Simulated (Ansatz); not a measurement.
# BaCaH2Br2: complex band structure

Wanted: the relaxed cell of BaCaH2Br2, its band edges and its decay constants. It is built by putting Ba for part of the Ca in the CaHBr structure of space group P4/nmm, with the volume rescaled by atomic radii. The parent structure comes from the Materials Project.

Program: Ansatz 0.2.0. Level of theory: PBEsol DFT, plane waves, PAW files, in the first sound run; inputs show where later runs differ. Results are calculated unless marked as measured.

The structure was built from a prototype and need not be the compound's stable phase.

## (1) Starting point

The structure is tetragonal, space group P4mm (No. 99). Conventional cell: a = 3.996 Å, b = 3.996 Å, c = 8.622 Å, α = 90.00°, β = 90.00°, γ = 90.00°. Ba has 4 H at 2.41 Å and 4 Br at 3.15 Å nearest. Nearest to Ca lie 4 H at 2.41 Å and 4 Br at 3.15 Å. Nearest to H lie 2 Ba at 2.41 Å and 2 Ca at 2.41 Å. Nearest to Br lie 4 Ca at 3.15 Å. Br has 4 Ba at 3.15 Å nearest. It derives from CaHBr. Ba for part of the Ca in the CaHBr structure of space group P4/nmm. Farther neighbours and most contacts between anions are not listed.

## (2) Cell and atoms at rest

The substituted atoms don't fit the parent's cell, so cell and atoms relax together. A small smearing keeps the run stable in case the gap closes on the way.

The input, input.yaml:

```yaml
crystal:
  lattice:
    - [3.9964755878, 0.0, 0.0]
    - [0.0, 3.9964755878, 0.0]
    - [0.0, 0.0, 8.6222532938]
  atoms:
    - { symbol: Ba, position: [0.0, 0.5, 0.15678467] }
    - { symbol: Ca, position: [0.5, 0.0, 0.84321533] }
    - { symbol: H, position: [0.5, 0.5, 0.0] }
    - { symbol: H, position: [0.0, 0.0, 0.0] }
    - { symbol: Br, position: [0.0, 0.5, 0.68083718] }
    - { symbol: Br, position: [0.5, 0.0, 0.31916282] }
kpoints:
  mp_grid: { grid: [6, 6, 4] }
scf:
  occupations: { method: gaussian, width: 0.03 }
hamiltonian:
  xc: pbesol
output:
  forces: true
  stress: true
relax:
  f_tol: 0.02
  max_steps: 60
  cell: {}
```

Launch:

```bash
$ ansatz run input.yaml --threads 2 --pin off --max-ram 4096MiB --backend cpu --events-out ev --progress --plain --runs-dir out
```

Numbers of over 12 decimals in the logs are rounded to 6 here.

What it wrote:

```text
Engine: ansatz 0.2.0, aarch64-unknown-linux-gnu
Pseudopotentials: kind: paw
Pseudopotential: Ba, paw, valence charge 10, recommended cutoff 420 eV (normal), Ba.paw.azcp
Pseudopotential: Ca, paw, valence charge 10, recommended cutoff 420 eV (normal), Ca.paw.azcp
Pseudopotential: H, paw, valence charge 1, recommended cutoff 420 eV (normal), H.paw.azcp
Pseudopotential: Br, paw, valence charge 7, recommended cutoff 420 eV (normal), Br.paw.azcp
Functional definition: PBEsol
  exchange = pbesol_x
  correlation = pbesol_c
Crystal: 6 atoms, lattice volume = 137.713 Å³
Basis set: ecut = 420 eV, 2709 PW (Γ), exchange–correlation on 54×54×120 points (8 copies of the dense FFT grid, shifted against one another)
Bands: 24, of which v1, the nominal top of the filled ones, is band 18 counted from 1 (17 counted from 0)
Symmetry: 8 space group operations
Space group: P4mm (ITA 99), of the structure as read, at distance tolerance 5.2e-5 Å
k-points: 30 of 144 (time reversal used)
Non-local potential: Ba, projectors of the file, l = 0: 3, l = 1: 2, l = 2: 2, l = 3: 2
Non-local potential: Ca, projectors of the file, l = 0: 3, l = 1: 2, l = 2: 2
Non-local potential: H, projectors of the file, l = 0: 2, l = 1: 1
Non-local potential: Br, projectors of the file, l = 0: 2, l = 1: 2, l = 2: 2
PAW form: soft (Blöchl's): semilocal exchange-correlation on the pseudo side does not see the compensation charge
PAW frozen core: Ba, regenerated for the run's functional, and the local potential with it (the file was generated under x = pbe(κ = 0.804, μ = 0.219515), c = pbe(β = 0.066725))
PAW frozen core: Ca, regenerated for the run's functional, and the local potential with it (the file was generated under x = pbe(κ = 0.804, μ = 0.219515), c = pbe(β = 0.066725))
PAW frozen core: Br, regenerated for the run's functional, and the local potential with it (the file was generated under x = pbe(κ = 0.804, μ = 0.219515), c = pbe(β = 0.066725))
PAW one-centre angular grid: Ba, 194 points (default); XC on 64 Gauss nodes
PAW one-centre angular grid: Ca, 110 points (default); XC on 64 Gauss nodes
PAW one-centre angular grid: H, 110 points (default); XC on 64 Gauss nodes
PAW one-centre angular grid: Br, 110 points (default); XC on 64 Gauss nodes
Initial density: superposition of atomic densities (neutral atoms: chi_scale 0, normalization atom), corrected by the library's trained network
Initial wavefunctions: pseudopotential atomic-orbital guess
Functional: x = pbesol(κ = 0.804, μ = 0.123457), c = pbesol(β = 0.046)
SCF iter   1: F=—  HF=-13168.458112 eV  |F-HF|=—  |Δ(HF+E_count)|=         —  Δρ=4.65e-3  dr2=2.71e-2  ethr=1.77e-3  ⟨swp⟩=10.3  Hψ=4879  notcnv=0
preconditioner: auto → Resta (q_TF=auto, 2.182 Å⁻¹)  ε∞=3.4  [insulator: Δε(μ)=3.481 eV  Ē_g=10.506 eV  σ=0.030 eV  W_gap=1.00  n_scr=24 (ndim 8)  ℏωp=16.1 eV  f_vac=0.022  D(μ)=0.00/eV (n_scr^D=0)  ε∞_Penn≈3.4]
SCF iter   2: F=—  HF=-13168.452431 eV  |F-HF|=—  |Δ(HF+E_count)|=   5.68e-3  Δρ=2.16e-3  dr2=6.18e-3  ethr=7.52e-5  ⟨swp⟩=2.1  Hψ=1388  notcnv=0  defer=41
SCF iter   3: F=—  HF=-13168.451408 eV  |F-HF|=—  |Δ(HF+E_count)|=   1.02e-3  Δρ=3.73e-4  dr2=3.12e-4  ethr=1.72e-5  ⟨swp⟩=2.0  Hψ=1008  notcnv=0  defer=41
SCF iter   4: F=—  HF=-13168.451403 eV  |F-HF|=—  |Δ(HF+E_count)|=   4.45e-6  Δρ=1.57e-4  dr2=3.14e-5  ethr=8.66e-7  ⟨swp⟩=2.0  Hψ=1041  notcnv=0  defer=41
SCF iter   5: F=—  HF=-13168.451421 eV  |F-HF|=—  |Δ(HF+E_count)|=   1.77e-5  Δρ=3.22e-5  dr2=2.41e-6  ethr=8.73e-8  ⟨swp⟩=2.0  Hψ=1023  notcnv=0  defer=41
SCF iter   6: F=—  HF=-13168.451422 eV  |F-HF|=—  |Δ(HF+E_count)|=   8.25e-7  Δρ=8.24e-6  dr2=1.59e-7  ethr=6.70e-9  ⟨swp⟩=2.0  Hψ=1072  notcnv=0  defer=41
SCF iter   7: F=-13168.451422 eV  HF=-13168.451422 eV  |F-HF|=9.09e-9  |Δ(HF+E_count)|=   1.20e-7  Δρ=1.89e-6  dr2=6.27e-9  ethr=2.78e-10  ⟨swp⟩=5.0  Hψ=2640  notcnv=0
SCF 1 converged in 7 iterations: F = -13168.451422 eV  dr2 = 6.27e-9
  greatest PAW one-centre occupation: 0.995 electrons in one spin orbital (limit 2), on the Ca atom at site 1 (counted from 0), in its partial waves of l = 0
relax step   1: F+E_penalty+E_count = -13168.45142177 eV  Δ(F+E_penalty+E_count) = +0.000e0 eV  max|allowed force component| = 9.557e-1 eV/Å  Δτ_max = 0.0000 Å  P = +1.676 GPa  Ω = 137.713 Å³  (7 SCF iters, dr2 threshold 1.00e-7 eV, accepted)
Crystal: 6 atoms, lattice volume = 142.513 Å³
Basis set: ecut = 420 eV, 2781 PW (Γ), exchange–correlation on 54×54×120 points (8 copies of the dense FFT grid, shifted against one another)
Initial density: handed on by an earlier stage of this run
Initial wavefunctions: those handed on with the density
iter 1 solved again at ethr=1.55e-3 eV; its pass at ethr=3.10e-3 eV (dr2=5.58e-1 eV) is discarded
SCF iter   1: F=—  HF=-13168.780851 eV  |F-HF|=—  |Δ(HF+E_count)|=         —  Δρ=1.13e-2  dr2=5.59e-1  ethr=1.55e-3  ⟨swp⟩=1.0  Hψ=5109  notcnv=0
preconditioner: auto → Resta (q_TF=auto, 2.169 Å⁻¹)  ε∞=3.2  [insulator: Δε(μ)=2.898 eV  Ē_g=10.752 eV  σ=0.030 eV  W_gap=1.00  n_scr=24 (ndim 8)  ℏωp=15.9 eV  f_vac=0.009  D(μ)=0.00/eV (n_scr^D=0)  ε∞_Penn≈3.2]
SCF iter   2: F=—  HF=-13168.645019 eV  |F-HF|=—  |Δ(HF+E_count)|=   1.36e-1  Δρ=4.63e-3  dr2=7.06e-2  ethr=1.55e-3  ⟨swp⟩=3.5  Hψ=1271  notcnv=0
SCF iter   3: F=—  HF=-13168.626033 eV  |F-HF|=—  |Δ(HF+E_count)|=   1.90e-2  Δρ=1.09e-3  dr2=1.92e-3  ethr=1.96e-4  ⟨swp⟩=3.1  Hψ=1400  notcnv=0  defer=39
SCF iter   4: F=—  HF=-13168.625622 eV  |F-HF|=—  |Δ(HF+E_count)|=   4.11e-4  Δρ=2.34e-4  dr2=7.91e-5  ethr=5.34e-6  ⟨swp⟩=2.1  Hψ=1022  notcnv=0  defer=39
SCF iter   5: F=—  HF=-13168.625626 eV  |F-HF|=—  |Δ(HF+E_count)|=   4.50e-6  Δρ=6.47e-5  dr2=6.02e-6  ethr=2.20e-7  ⟨swp⟩=2.1  Hψ=1144  notcnv=0  defer=39
SCF iter   6: F=-13168.625631 eV  HF=-13168.625631 eV  |F-HF|=3.42e-7  |Δ(HF+E_count)|=   4.69e-6  Δρ=1.21e-5  dr2=2.28e-7  ethr=1.67e-9  ⟨swp⟩=5.0  Hψ=2932  notcnv=0
SCF 2 converged in 6 iterations: F = -13168.625631 eV  dr2 = 2.28e-7
relax step   2: F+E_penalty+E_count = -13168.62563147 eV  Δ(F+E_penalty+E_count) = -1.742e-1 eV  max|allowed force component| = 6.216e-1 eV/Å  Δτ_max = 0.1949 Å  P = -0.308 GPa  Ω = 142.513 Å³  energy of the carried Pulay correction = -9.365e-4 eV  (6 SCF iters, dr2 threshold 6.00e-7 eV, accepted)
Crystal: 6 atoms, lattice volume = 138.899 Å³
Basis set: ecut = 420 eV, 2731 PW (Γ), exchange–correlation on 54×54×120 points (8 copies of the dense FFT grid, shifted against one another)
iter 1 solved again at ethr=3.37e-4 eV; its pass at ethr=3.10e-3 eV (dr2=1.21e-1 eV) is discarded
[...]
SCF iter   4: F=—  HF=-13168.688514 eV  |F-HF|=—  |Δ(HF+E_count)|=   9.98e-5  Δρ=1.35e-4  dr2=4.26e-5  ethr=1.55e-6  ⟨swp⟩=2.4  Hψ=1287  notcnv=0  defer=21
SCF iter   5: F=—  HF=-13168.688516 eV  |F-HF|=—  |Δ(HF+E_count)|=   2.51e-6  Δρ=3.36e-5  dr2=2.10e-6  ethr=1.18e-7  ⟨swp⟩=2.4  Hψ=1126  notcnv=0  defer=21
SCF iter   6: F=-13168.688518 eV  HF=-13168.688518 eV  |F-HF|=5.55e-8  |Δ(HF+E_count)|=   1.64e-6  Δρ=6.41e-6  dr2=1.11e-7  ethr=1.67e-9  ⟨swp⟩=5.6  Hψ=3038  notcnv=0
SCF 3 converged in 6 iterations: F = -13168.688518 eV  dr2 = 1.11e-7
relax step   3: F+E_penalty+E_count = -13168.68851777 eV  Δ(F+E_penalty+E_count) = -6.289e-2 eV  max|allowed force component| = 2.296e-1 eV/Å  Δτ_max = 0.1068 Å  P = -0.325 GPa  Ω = 138.899 Å³  energy of the carried Pulay correction = -2.345e-4 eV  (6 SCF iters, dr2 threshold 6.00e-7 eV, accepted)
[... from here on, the SCF cycles and remarks between the steps are left out ...]
relax step   4: F+E_penalty+E_count = -13168.73583876 eV  Δ(F+E_penalty+E_count) = -4.732e-2 eV  max|allowed force component| = 2.394e-1 eV/Å  Δτ_max = 0.1610 Å  P = -0.123 GPa  Ω = 132.577 Å³  energy of the carried Pulay correction = +1.039e-3 eV  (6 SCF iters, dr2 threshold 6.00e-7 eV, accepted)
relax step   5: F+E_penalty+E_count = -13168.78383209 eV  Δ(F+E_penalty+E_count) = -4.799e-2 eV  max|allowed force component| = 2.261e-1 eV/Å  Δτ_max = 0.1292 Å  P = +0.305 GPa  Ω = 127.322 Å³  energy of the carried Pulay correction = +2.144e-3 eV  (6 SCF iters, dr2 threshold 6.00e-7 eV, accepted)
relax step   6: F+E_penalty+E_count = -13168.80482251 eV  Δ(F+E_penalty+E_count) = -2.099e-2 eV  max|allowed force component| = 2.596e-1 eV/Å  Δτ_max = 0.0924 Å  P = +0.672 GPa  Ω = 124.628 Å³  energy of the carried Pulay correction = +2.727e-3 eV  (6 SCF iters, dr2 threshold 6.00e-7 eV, accepted)
relax step   7: F+E_penalty+E_count = -13168.80711242 eV  Δ(F+E_penalty+E_count) = -2.290e-3 eV  max|allowed force component| = 2.350e-1 eV/Å  Δτ_max = 0.1381 Å  P = -0.560 GPa  Ω = 129.365 Å³  energy of the carried Pulay correction = +1.709e-3 eV  (6 SCF iters, dr2 threshold 6.00e-7 eV, accepted)
relax step   8: F+E_penalty+E_count = -13168.82362764 eV  Δ(F+E_penalty+E_count) = -1.652e-2 eV  max|allowed force component| = 3.503e-2 eV/Å  Δτ_max = 0.0708 Å  P = -0.055 GPa  Ω = 127.356 Å³  energy of the carried Pulay correction = +2.136e-3 eV  (5 SCF iters, dr2 threshold 6.00e-7 eV, accepted)
relax step   9: F+E_penalty+E_count = -13168.82433668 eV  Δ(F+E_penalty+E_count) = -7.090e-4 eV  max|allowed force component| = 3.963e-2 eV/Å  Δτ_max = 0.0132 Å  P = -0.209 GPa  Ω = 127.627 Å³  energy of the carried Pulay correction = +2.078e-3 eV  (5 SCF iters, dr2 threshold 1.49e-7 eV, accepted)
relax step  10: F+E_penalty+E_count = -13168.82414064 eV  Δ(F+E_penalty+E_count) = +1.960e-4 eV  max|allowed force component| = 7.780e-2 eV/Å  Δτ_max = 0.0238 Å  P = +0.180 GPa  Ω = 126.451 Å³  energy of the carried Pulay correction = +2.331e-3 eV  (5 SCF iters, dr2 threshold 1.42e-7 eV, rejected (line search))
relax step  11: F+E_penalty+E_count = -13168.82518178 eV  Δ(F+E_penalty+E_count) = -8.451e-4 eV  max|allowed force component| = 3.374e-3 eV/Å  Δτ_max = 0.0105 Å  P = -0.014 GPa  Ω = 127.059 Å³  energy of the carried Pulay correction = +2.200e-3 eV  (7 SCF iters, accepted)
Basis set: ecut = 420 eV, 2451 PW (Γ), exchange–correlation on 60×60×96 points (8 copies of the dense FFT grid, shifted against one another)
Initial wavefunctions: pseudopotential atomic-orbital guess (no wavefunctions were taken with the density)
iter 1 solved again at ethr=9.69e-7 eV; its pass at ethr=3.10e-3 eV (dr2=3.49e-4 eV) is discarded
SCF iter   1: F=—  HF=-13168.825366 eV  |F-HF|=—  |Δ(HF+E_count)|=         —  Δρ=1.88e-4  dr2=2.95e-6  ethr=9.69e-7  ⟨swp⟩=3.1  Hψ=6594  notcnv=0
preconditioner: auto → Resta (q_TF=auto, 2.211 Å⁻¹)  ε∞=3.4  [insulator: Δε(μ)=2.965 eV  Ē_g=10.788 eV  σ=0.030 eV  W_gap=1.00  n_scr=20 (ndim 8)  ℏωp=16.8 eV  f_vac=0.000  D(μ)=0.00/eV (n_scr^D=0)  ε∞_Penn≈3.4]
SCF iter   2: F=—  HF=-13168.825402 eV  |F-HF|=—  |Δ(HF+E_count)|=   3.66e-5  Δρ=9.70e-5  dr2=7.96e-7  ethr=8.20e-9  ⟨swp⟩=2.0  Hψ=1240  notcnv=0
SCF iter   3: F=—  HF=-13168.825427 eV  |F-HF|=—  |Δ(HF+E_count)|=   2.44e-5  Δρ=1.49e-6  dr2=9.57e-10  ethr=2.21e-9  ⟨swp⟩=2.0  Hψ=968  notcnv=0
SCF iter   4: F=—  HF=-13168.825427 eV  |F-HF|=—  |Δ(HF+E_count)|=   5.41e-9  Δρ=5.21e-7  dr2=1.03e-10  ethr=1.00e-12  ⟨swp⟩=6.2  Hψ=3457  notcnv=0
SCF iter   5: F=-13168.825427 eV  HF=-13168.825427 eV  |F-HF|=0.00e0  |Δ(HF+E_count)|=  5.00e-10  Δρ=4.26e-8  dr2=3.10e-12  ethr=1.00e-12  ⟨swp⟩=5.0  Hψ=2545  notcnv=0
SCF 12 converged in 5 iterations: F = -13168.825427 eV  dr2 = 3.10e-12
relax step  12: F+E_penalty+E_count = -13168.82542684 eV  Δ(F+E_penalty+E_count) = -2.451e-4 eV  max|allowed force component| = 3.486e-3 eV/Å  Δτ_max = 0.0000 Å  P = -0.014 GPa  Ω = 127.059 Å³  stress off target by 3.46e-2 GPa  SCF on the basis re-selected at this cell (its energy is not comparable with the rows above)  (5 SCF iters)
basis re-selected at this cell: Δ(F+E_penalty+E_count) = -2.451e-4 eV, ΔP = +0.000 GPa vs the last step (what re-selecting the basis moved, of the pressure what is left beyond the Pulay correction that the steps carried, after the strain that the cell walked since its last selection, with what the two solves' SCF thresholds leave and, on support functions, any second-order correction that the steps lacked; it is no measure of the basis error at this ecutwfc). The dense FFT grid was sized anew with the basis: this SCF ran on 30×30×48 points, the steps before it on 27×27×60, so part of this shift can come from that change (see relax.cell in the input reference). [rest of the remark cut]
SCF converged after 5 iterations
Free energy (F): -13168.825427 eV
Harris-Foulkes:  -13168.825427 eV  (|F-HF|=0.00e0)
Internal energy: -13168.825427 eV  (E = F + TS)
E sigma→0 (E₀):  -13168.825427 eV
Fermi energy:    6.967814 eV
--- Per-component energies (eV) ---
  E_band       = -209.669174
  E_kinetic    = 741.645665
  E_local      = -1387.784050  (includes V_loc(G=0)·N_el)
  E_nonlocal   = 266.550725
  E_hartree    = 417.870228
  E_xc         = -845.805625
  E_vxc        = -539.751143  (∫ρ·V_xc dr)
  E_paw        = -10383.676709  (= ΣΔE_a)
  E_vpaw       = -126.068539  (= ΣTr[D̂ρ^β])
  E_aug_tail   = -0.002287  (compensation charges beyond the density's cutoff)
  E_ewald      = -1978.078142
  E_core_change = 0.454768  (= ΣΔE_core)
  E_smearing   = -0.000000  (= −TS)
  E_closure    = 0.000000  (closes the sum)
  Σ components = -13168.825427   (vs F -13168.825427, Δ=0.00e0)
--- Forces (eV/Å), atoms counted from 1 ---
  atom   1  Ba    -0.00000000     0.00000000    -0.00348577
  atom   2  Ca     0.00000000     0.00000000     0.00266566
  atom   3  H      0.00000000     0.00000000    -0.00003280
  atom   4  H     -0.00000000    -0.00000000    -0.00003280
  atom   5  Br     0.00000000     0.00000000     0.00236228
  atom   6  Br    -0.00000000    -0.00000000    -0.00147759
  max |Σ_I F_I| component: 1.02e-6 eV/Å
--- Stress (GPa, compression-positive) ---
       -0.003717       0.000000      -0.000000
        0.000000      -0.003717      -0.000000
       -0.000000      -0.000000      -0.034631
  P = ⅓ Tr σ = -0.0140 GPa (-0.140 kbar)
--- Relaxed structure (11 steps of the walk, 10 accepted, 1 SCFs on fresh bases) ---
  F+E_penalty+E_count = -13168.82542684 eV   max|allowed force component| = 3.486e-3 eV/Å   (the final SCF, on the basis selected at the relaxed cell)
  cell:  # Å, volume = 127.0591 Å³
    - [4.211237, 0, -1.1339358269480094e-16]
    - [0, 4.211237, 0]
    - [-2.446426033154488e-16, 0, 7.164511]
  atoms:
    - { symbol: Ba, position: [1.4077688005996834e-17, 0.5, 0.190369] }
    - { symbol: Ca, position: [0.5, 0, 0.812270] }
    - { symbol: H, position: [0.5, 0.5, -0.018074] }
    - { symbol: H, position: [-7.576031209636528e-18, 0, -0.018074] }
    - { symbol: Br, position: [-5.908871517968216e-18, 0.5, 0.666741] }
    - { symbol: Br, position: [0.5, 0, 0.366768] }
```

It took 50 s on 2 threads of Arm Neoverse V2, shared host; peak memory 0.41 GiB.

Step by step:

| step | energy less that of the first step (eV) | largest force component (eV/Å) | pressure (GPa) | volume (Å³) |
| --- | --- | --- | --- | --- |
| 1 | 0.0000 | 0.9557 | 1.68 | 137.71 |
| 2 | -0.1742 | 0.6216 | -0.31 | 142.51 |
| 3 | -0.2371 | 0.2296 | -0.32 | 138.90 |
| 4 | -0.2844 | 0.2394 | -0.12 | 132.58 |
| 5 | -0.3324 | 0.2261 | 0.31 | 127.32 |
| 6 | -0.3534 | 0.2596 | 0.67 | 124.63 |
| 7 | -0.3557 | 0.2350 | -0.56 | 129.37 |
| 8 | -0.3722 | 0.0350 | -0.06 | 127.36 |
| 9 | -0.3729 | 0.0396 | -0.21 | 127.63 |
| 10 | -0.3727 | 0.0778 | 0.18 | 126.45 |
| 11 | -0.3738 | 0.0034 | -0.01 | 127.06 |
| 12* | -0.3740 | 0.0035 | -0.01 | 127.06 |

Relaxation steps marked * repeat the geometry before them on a plane-wave basis chosen anew for their cell, so energy and pressure can jump there. Relaxation step 10 was tried and not accepted.

Forces are held to the 8 operations that the run works with; a distortion that breaks them can't arise in this run.

| cell as run | before | after | change |
| --- | --- | --- | --- |
| a (Å) | 3.996 | 4.211 | +5.4 % |
| b (Å) | 3.996 | 4.211 | +5.4 % |
| c (Å) | 8.622 | 7.165 | -16.9 % |
| volume (Å³/atom) | 22.95 | 21.18 | -7.7 % |

The atoms that moved most (Å, as changes of fractional coordinates times the final cell):

| atom | dx | dy | dz | length |
| --- | --- | --- | --- | --- |
| Br6 | 0.000 | 0.000 | 0.341 | 0.341 |
| Ba1 | 0.000 | 0.000 | 0.241 | 0.241 |
| Ca2 | 0.000 | 0.000 | -0.222 | 0.222 |
| H3 | 0.000 | 0.000 | -0.129 | 0.129 |
| H4 | 0.000 | 0.000 | -0.129 | 0.129 |
| Br5 | 0.000 | 0.000 | -0.101 | 0.101 |

The relaxed structure:

```cif
data_structure
_symmetry_space_group_name_H-M 'P 1'
_symmetry_Int_Tables_number 1
_cell_length_a 4.2112
_cell_length_b 4.2112
_cell_length_c 7.1645
_cell_angle_alpha 90.000
_cell_angle_beta 90.000
_cell_angle_gamma 90.000
_cell_volume 127.06
loop_
_atom_site_label
_atom_site_type_symbol
_atom_site_fract_x
_atom_site_fract_y
_atom_site_fract_z
_atom_site_occupancy
Ba1 Ba 0.00000 0.50000 0.19037 1
Ca2 Ca 0.50000 0.00000 0.81227 1
H3 H 0.50000 0.50000 0.98193 1
H4 H 0.00000 0.00000 0.98193 1
Br5 Br 0.00000 0.50000 0.66674 1
Br6 Br 0.50000 0.00000 0.36677 1
```

This step gave:

```
free energy  : -13168.8254 eV
Fermi energy : 6.968 eV
pressure     : -0.01402 GPa
```

The largest force component on a free atom ends at 0.0035 eV/Å.

(Part 1 of 2 ends here.)

[Logs are printed without paths, hosts, clocks, repeated set-up lines and the standing remarks that a program may print on its own settings, such as how far it seeks lower states.]

[Hosts, paths, dates, database ids (printed as entryN), source tags and the programs' standing remarks are cut or masked in the printed files.]
